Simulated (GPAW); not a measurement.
# Ti2C(OH)2 MXene monolayer: work function by functional and basis, part 2 of 2

Aim: the work function of both faces of Ti2C(OH)2 MXene monolayer, and its spread over functionals and bases.

GPAW 26.7.0; GPAW, PAW setups; layer in a repeated cell with vacuum, relaxation of atoms and in-plane cell (the session's first sound run).

So far, upper work function (eV): step 3 (the slab's potential, PBE, GPAW) 2.01; step 4 (LDA) 2.23; step 5 (GPAW, PAW setups) 2.91.

## (6) OptPBE vdW: xc = "optPBE-vdW"

Level of this step: GPAW, PAW setups; slab in vacuum (GPAW).

The same geometry under optPBE-vdW, to see how far the functional moves the levels against the vacuum (the van der Waals functionals take revPBE setups).

Input file run.py:

```python
import json
import numpy as np
from ase import Atoms
from gpaw import GPAW, PW

slab = Atoms(
    ['H', 'O', 'Ti', 'C', 'Ti', 'O', 'H'],
    positions=[
        [-0.00000, 1.75328, 9.00000],
        [-0.00000, 1.75328, 9.97489],
        [1.51839, 0.87664, 11.25212],
        [0.00000, 0.00000, 12.41420],
        [-0.00000, 1.75328, 13.57628],
        [1.51839, 0.87664, 14.85351],
        [1.51839, 0.87664, 15.82840]],
    cell=[[3.03678, -0.0, 0.0], [-1.51839, 2.62993, 0.0], [0.0, 0.0, 24.8284]],
    pbc=[True, True, False])

slab.calc = GPAW(mode=PW(500), xc='optPBE-vdW', kpts={'size': (12, 12, 1), 'gamma': True},
                 occupations={'name': 'fermi-dirac', 'width': 0.05}, nbands='160%',
                 convergence={'density': 1e-05}, maxiter=200,
                 poissonsolver={'dipolelayer': 'xy'},
                 symmetry={'tolerance': 1e-3}, txt='slab.txt')
result = {}
energy = slab.get_potential_energy()
fermi = slab.calc.get_fermi_level()
v = slab.calc.get_electrostatic_potential().mean((0, 1)) - fermi
n = slab.calc.get_pseudo_density().mean((0, 1))
L = slab.cell[2, 2]
z = np.arange(len(v)) * L / len(v)
low, high = slab.positions[:, 2].min(), slab.positions[:, 2].max()
below, above = np.interp([low - 6.8, high + 6.8], z, v)
slopes = [np.interp(x, z, np.gradient(v, z)) for x in (low - 6.8, high + 6.8)]
eps = np.array([[slab.calc.get_eigenvalues(k, s) for k in range(len(slab.calc.get_ibz_k_points()))]
                for s in range(slab.calc.get_number_of_spins())]) - fermi
top, bottom = eps[eps < 0].max(), eps[eps > 0].min()
dipole = slab.get_dipole_moment()[2]
print(f'energy {energy:.4f} eV, Fermi level {fermi:.4f} eV, dipole {dipole:.5f} e A')
print(f'potential 6.8 A off the faces, from the Fermi level: lower {below:.4f} eV, upper {above:.4f} eV')
print(f'slope of the potential there: lower {slopes[0]:.5f}, upper {slopes[1]:.5f} eV/A')
print(f'nearest levels on the mesh: {top:.4f} and {bottom:.4f} eV')
print('magnetic moment', round(slab.get_magnetic_moment(), 3))
result.update(energy=energy, fermi=fermi, dipole=dipole, below=below, above=above, slopes=slopes, edges=[top, bottom],
              z=z.tolist(), v=v.tolist(), n=n.tolist(), positions=slab.positions.tolist(),
              forces=slab.get_forces(apply_constraint=False).tolist(), moments=slab.get_magnetic_moments().tolist())
json.dump(result, open('result.json', 'w'))
```

Command:

```
$ OMP_NUM_THREADS=1 OPENBLAS_NUM_THREADS=1 python run.py
```

What it wrote:

```text
energy -70.0964 eV, Fermi level 0.9964 eV, dipole 0.00001 e A
potential 6.8 A off the faces, from the Fermi level: lower 2.3723 eV, upper 2.3723 eV
slope of the potential there: lower -0.00064, upper 0.00064 eV/A
nearest levels on the mesh: -0.0196 and 0.0485 eV
magnetic moment 0.0
```

Run time: 97 s. Hardware: 1 thread of Arm Neoverse V1, shared host; peak memory 0.44 GiB.

Numbers from this step:

| Property | Result |
| --- | --- |
| dipole along the normal | 7.16e-6 e·Å |
| levels nearest the Fermi level on the mesh | -0.01957, 0.04853 eV from the Fermi level |
| upper work function | 2.372 eV |
| lower work function | 2.372 eV |

The upper face's work function is 2.372 eV, against 2.015 eV in the first plane-wave PBE run at this geometry.

## (7) Self-consistent run: xc = "revPBE"

The same geometry under revPBE, to see how far the functional moves the levels against the vacuum.

Changes to run.py since step 6:

```diff
@@ -18,3 +18,3 @@
 
-slab.calc = GPAW(mode=PW(500), xc='optPBE-vdW', kpts={'size': (12, 12, 1), 'gamma': True},
+slab.calc = GPAW(mode=PW(500), xc='revPBE', kpts={'size': (12, 12, 1), 'gamma': True},
                  occupations={'name': 'fermi-dirac', 'width': 0.05}, nbands='160%',
```

What it wrote:

```text
energy -46.5936 eV, Fermi level 1.4152 eV, dipole 0.00001 e A
potential 6.8 A off the faces, from the Fermi level: lower 1.8830 eV, upper 1.8830 eV
slope of the potential there: lower -0.00106, upper 0.00106 eV/A
nearest levels on the mesh: -0.0078 and 0.0521 eV
magnetic moment 0.0
```

Run time: 77 s. Hardware: 1 thread; peak memory 0.27 GiB.

Numbers from this step:

* dipole along the normal: 7.26e-6 e·Å
* levels nearest the Fermi level on the mesh: -0.007801, 0.05207 eV from the Fermi level
* upper work function: 1.883 eV
* lower work function: 1.883 eV

The upper face's work function is 1.883 eV, against 2.015 eV in the first plane-wave PBE run at this geometry.

## (8) Self-consistent run: xc = "RPBE"

The same geometry under RPBE, to see how far the functional moves the levels against the vacuum.

Changes to run.py since step 7:

```diff
@@ -18,3 +18,3 @@
 
-slab.calc = GPAW(mode=PW(500), xc='revPBE', kpts={'size': (12, 12, 1), 'gamma': True},
+slab.calc = GPAW(mode=PW(500), xc='RPBE', kpts={'size': (12, 12, 1), 'gamma': True},
                  occupations={'name': 'fermi-dirac', 'width': 0.05}, nbands='160%',
```

What it wrote:

```text
energy -46.2887 eV, Fermi level 1.4088 eV, dipole 0.00001 e A
potential 6.8 A off the faces, from the Fermi level: lower 1.9009 eV, upper 1.9009 eV
slope of the potential there: lower -0.00091, upper 0.00091 eV/A
nearest levels on the mesh: -0.0085 and 0.0532 eV
magnetic moment 0.0
```

Run time: 81 s. Hardware: 1 thread; peak memory 0.27 GiB.

Numbers from this step:

```
dipole along the normal                    : 7.22e-6 e·Å
levels nearest the Fermi level on the mesh : -0.008505, 0.05324 eV from the Fermi level
upper work function                        : 1.901 eV
lower work function                        : 1.901 eV
```

The electrostatic potential energy of an electron (without an applied field's), less the Fermi level, planar mean oscillates, so the rows of the table below give means over windows of 1.56 Å about each position, cut where the curve ends. Its maxima inside the range that stand out by 2 % of the span (Å: eV): 9.3: -0.528, 10.4: -6.01, 12.0: -8.16, 12.9: -8.16, 14.4: -6.01, 15.5: -0.528. Its minima: 9.0: -1.61, 10.0: -11.1, 11.2: -19.3, 12.4: -12.9, 13.6: -19.3, 14.8: -11.1, 15.8: -1.61.

Electrostatic potential energy of an electron (without an applied field's), less the Fermi level, planar mean against z; means over each step:

z (Å), electrostatic potential energy of an electron (without an applied field's), less the Fermi level, planar mean (eV) and a bar from the least value:
```
     0.78        1.9 ##############################
     2.34        1.9 ##############################
     3.90        1.9 ##############################
     5.46        1.8 ##############################
     7.02        1.6 #############################
     8.58       -0.1 ##########################
    10.14       -7.3 ############
    11.70      -13.4 
    13.26      -13.4 
    14.82       -6.3 ##############
    16.38        0.1 ##########################
    17.94        1.6 #############################
    19.50        1.9 ##############################
    21.06        1.9 ##############################
    22.62        1.9 ##############################
    24.18        1.9 ##############################
```

The upper face's work function is 1.901 eV, against 2.015 eV in the first plane-wave PBE run at this geometry.

## (9) Real-space grid: mode = "fd"

A real-space grid is a second complete basis, so it checks the plane-wave result.

Changes to run.py since step 8:

```diff
@@ -3,3 +3,3 @@
 from ase import Atoms
-from gpaw import GPAW, PW
+from gpaw import GPAW
 
@@ -18,3 +18,3 @@
 
-slab.calc = GPAW(mode=PW(500), xc='RPBE', kpts={'size': (12, 12, 1), 'gamma': True},
+slab.calc = GPAW(mode='fd', h=0.18, xc='PBE', kpts={'size': (12, 12, 1), 'gamma': True},
                  occupations={'name': 'fermi-dirac', 'width': 0.05}, nbands='160%',
```

What it wrote:

```text
energy -49.7934 eV, Fermi level -1.9640 eV, dipole -0.00001 e A
potential 6.8 A off the faces, from the Fermi level: lower 1.9638 eV, upper 1.9638 eV
slope of the potential there: lower -0.00042, upper 0.00042 eV/A
nearest levels on the mesh: -0.0099 and 0.0543 eV
magnetic moment 0.0
```

Elapsed: 4.1 min, on 1 thread; peak memory 0.73 GiB.

Numbers from this step:

```yaml
dipole_along_the_normal: -5.12e-6 e·Å
levels_nearest_the_fermi_level_on_the_mesh: -0.009921, 0.05429 eV from the Fermi level
upper_work_function: 1.964 eV
lower_work_function: 1.964 eV
```

The electrostatic potential energy of an electron (without an applied field's), less the Fermi level, planar mean oscillates, so the rows of the table below give means over windows of 1.55 Å about each position, cut where the curve ends. Its maxima inside the range that stand out by 2 % of the span (Å: eV): 9.3: -0.368, 10.4: -5.80, 12.0: -8.02, 12.9: -8.02, 14.4: -5.80, 15.5: -0.368. Its minima: 8.9: -1.46, 9.9: -10.8, 11.2: -19.1, 12.4: -12.7, 13.6: -19.1, 14.9: -10.8, 15.9: -1.46.

Electrostatic potential energy of an electron (without an applied field's), less the Fermi level, planar mean against z; means over each step:

```
z (Å)  electrostatic potential energy of an electron (without an applied field's), less the Fermi level, planar mean (eV)
 0.78                                                                                                                1.96
 2.33                                                                                                                1.96
 3.88                                                                                                                1.96
 5.43                                                                                                                1.92
 6.98                                                                                                                1.68
 8.53                                                                                                              0.0889
10.08                                                                                                               -6.63
11.63                                                                                                               -13.3
13.18                                                                                                               -13.3
14.73                                                                                                               -6.85
16.28                                                                                                              0.0558
17.83                                                                                                                1.67
19.38                                                                                                                1.92
20.93                                                                                                                1.96
22.48                                                                                                                1.96
24.03                                                                                                                1.96
```

The upper face's work function is 1.964 eV, against 2.015 eV in the first plane-wave PBE run at this geometry.

## (10) Atomic orbitals: mode = "lcao"

Atom-centred orbitals end a few angstrom from the surface, which tests how much the density's tail matters.

Changes to run.py since step 9:

```diff
@@ -18,4 +18,4 @@
 
-slab.calc = GPAW(mode='fd', h=0.18, xc='PBE', kpts={'size': (12, 12, 1), 'gamma': True},
-                 occupations={'name': 'fermi-dirac', 'width': 0.05}, nbands='160%',
+slab.calc = GPAW(mode='lcao', basis='dzp', h=0.18, xc='PBE', kpts={'size': (12, 12, 1), 'gamma': True},
+                 occupations={'name': 'fermi-dirac', 'width': 0.05}, nbands='120%',
                  convergence={'density': 1e-05}, maxiter=200,
```

What it wrote:

```text
energy -47.6466 eV, Fermi level -0.9093 eV, dipole -0.00001 e A
potential 6.8 A off the faces, from the Fermi level: lower 0.9093 eV, upper 0.9093 eV
slope of the potential there: lower -0.00000, upper 0.00000 eV/A
nearest levels on the mesh: -0.0470 and 0.0318 eV
magnetic moment 0.0
```

It took 5.3 min on 1 thread; peak memory 0.33 GiB.

This step gave:

| Quantity | Value |
| --- | --- |
| dipole along the normal | -5.16e-6 e·Å |
| levels nearest the Fermi level on the mesh | -0.04695, 0.03180 eV from the Fermi level |
| upper work function | 0.9093 eV |
| lower work function | 0.9093 eV |

The electrostatic potential energy of an electron (without an applied field's), less the Fermi level, planar mean oscillates, so the rows of the table below give means over windows of 1.55 Å about each position, cut where the curve ends. Its maxima inside the range that stand out by 2 % of the span (Å: eV): 9.3: -0.465, 10.4: -5.90, 12.0: -8.09, 12.9: -8.09, 14.4: -5.90, 15.5: -0.465. Its minima: 8.9: -1.62, 9.9: -10.9, 11.2: -19.2, 12.4: -12.8, 13.6: -19.2, 14.9: -10.9, 15.9: -1.62.

Table of electrostatic potential energy of an electron (without an applied field's), less the Fermi level, planar mean by z; means over each step:

z (Å), electrostatic potential energy of an electron (without an applied field's), less the Fermi level, planar mean (eV) and a bar from the least value:
```
     0.78        0.9 ##############################
     2.33        0.9 ##############################
     3.88        0.9 ##############################
     5.43        0.9 ##############################
     6.98        0.9 ##############################
     8.53       -0.2 ############################
    10.08       -6.7 ##############
    11.63      -13.4 
    13.18      -13.4 
    14.73       -6.9 ##############
    16.28       -0.2 ############################
    17.83        0.9 ##############################
    19.38        0.9 ##############################
    20.93        0.9 ##############################
    22.48        0.9 ##############################
    24.03        0.9 ##############################
```

The upper face's work function is 0.9093 eV, against 2.015 eV in the first plane-wave PBE run at this geometry.

## (11) The ladder

Times are for 1 thread of Arm Neoverse V1, shared host. The series side by side:

```
no.         run  upper work function (eV)     time  memory (GiB)
  1          pw                     2.015     80 s          0.27
  2         LDA                     2.225     75 s          0.27
  3     vdW DF2                     2.910    2 min          0.44
  4  optPBE vdW                     2.372     97 s          0.44
  5      revPBE                     1.883     77 s          0.27
  6        RPBE                     1.901     81 s          0.27
  7          fd                     1.964  4.1 min          0.73
  8        lcao                    0.9093  5.3 min          0.33
```

## (12) Side by side

Results and costs are gathered.

This step: comparison of work functions, dipole and cost (GPAW 26.7.0).

Ladder, by row:

```
      step  code  work function, upper (eV)  work function, lower (eV)  dipole (e Å)  wall time (s)  peak memory (GiB)  threads
        pw  GPAW                      2.015                      2.015       7.37e-6          80.27               0.27        1
       LDA  GPAW                      2.225                      2.225       8.29e-6          74.77               0.27        1
   vdW-DF2  GPAW                       2.91                       2.91       7.05e-6          121.5               0.44        1
optPBE-vdW  GPAW                      2.372                      2.372       7.16e-6          96.68               0.44        1
    revPBE  GPAW                      1.883                      1.883       7.26e-6          76.67               0.27        1
      RPBE  GPAW                      1.901                      1.901       7.22e-6          80.64               0.27        1
        fd  GPAW                      1.964                      1.964      -5.12e-6          243.5               0.73        1
      lcao  GPAW                     0.9093                     0.9093      -5.16e-6          319.9               0.33        1
```

## (13) A changed run

One more run, with changed settings.

This step: GPAW, PAW setups; slab in vacuum (GPAW 26.7.0).

Changes to run.py since step 10:

```diff
@@ -3,3 +3,3 @@
 from ase import Atoms
-from gpaw import GPAW
+from gpaw import GPAW, PW
 
@@ -16,7 +16,7 @@
     cell=[[3.03678, -0.0, 0.0], [-1.51839, 2.62993, 0.0], [0.0, 0.0, 24.8284]],
-    pbc=[True, True, False])
+    pbc=[True, True, True])
 
-slab.calc = GPAW(mode='lcao', basis='dzp', h=0.18, xc='PBE', kpts={'size': (12, 12, 1), 'gamma': True},
-                 occupations={'name': 'fermi-dirac', 'width': 0.05}, nbands='120%',
-                 convergence={'density': 1e-05}, maxiter=200,
+slab.calc = GPAW(mode=PW(500), xc='PBE', kpts={'size': (12, 12, 1), 'gamma': True},
+                 occupations={'name': 'fermi-dirac', 'width': 0.05}, nbands='160%',
+                 convergence={'density': 1e-05}, maxiter=75,
                  poissonsolver={'dipolelayer': 'xy'},
```

What it wrote:

```text
AssertionError
```

Wall time 1.1 s (1 thread); peak memory 0.15 GiB.

The program refused the input before any cycle.

The fault put into the input: a dipole layer in a cell that repeats along the normal (pbc_z = true).

## (14) Results

```json
{
 "work function, both faces": "2.01 eV",
 "dipole along the normal": "7.4e-6 e Å, near the numerical noise"
}
```

With plane waves and PBE the work function is 2.01 eV on the upper face and 2.01 eV on the lower. Over the sound runs of the table the upper face's work function spans 0.9093 (lcao) to 2.910 eV (vdW-DF2). Atomic orbitals miss the plane-wave value by -1.1 eV, since they describe the tail of the density in the vacuum poorly. The runs had no spin polarisation, so a magnetic state, which thin layers of d-metal atoms can have, wasn't tested. The layer's cell and atoms come from the relaxation; spin-orbit coupling and temperature are left out.

[Logs are printed without paths, hosts, clocks, repeated set-up lines and the standing remarks that a program may print on its own settings, such as how far it seeks lower states.]

[Hosts, paths, dates, database ids (printed as entryN), source tags and the programs' standing remarks are cut or masked in the printed files.]
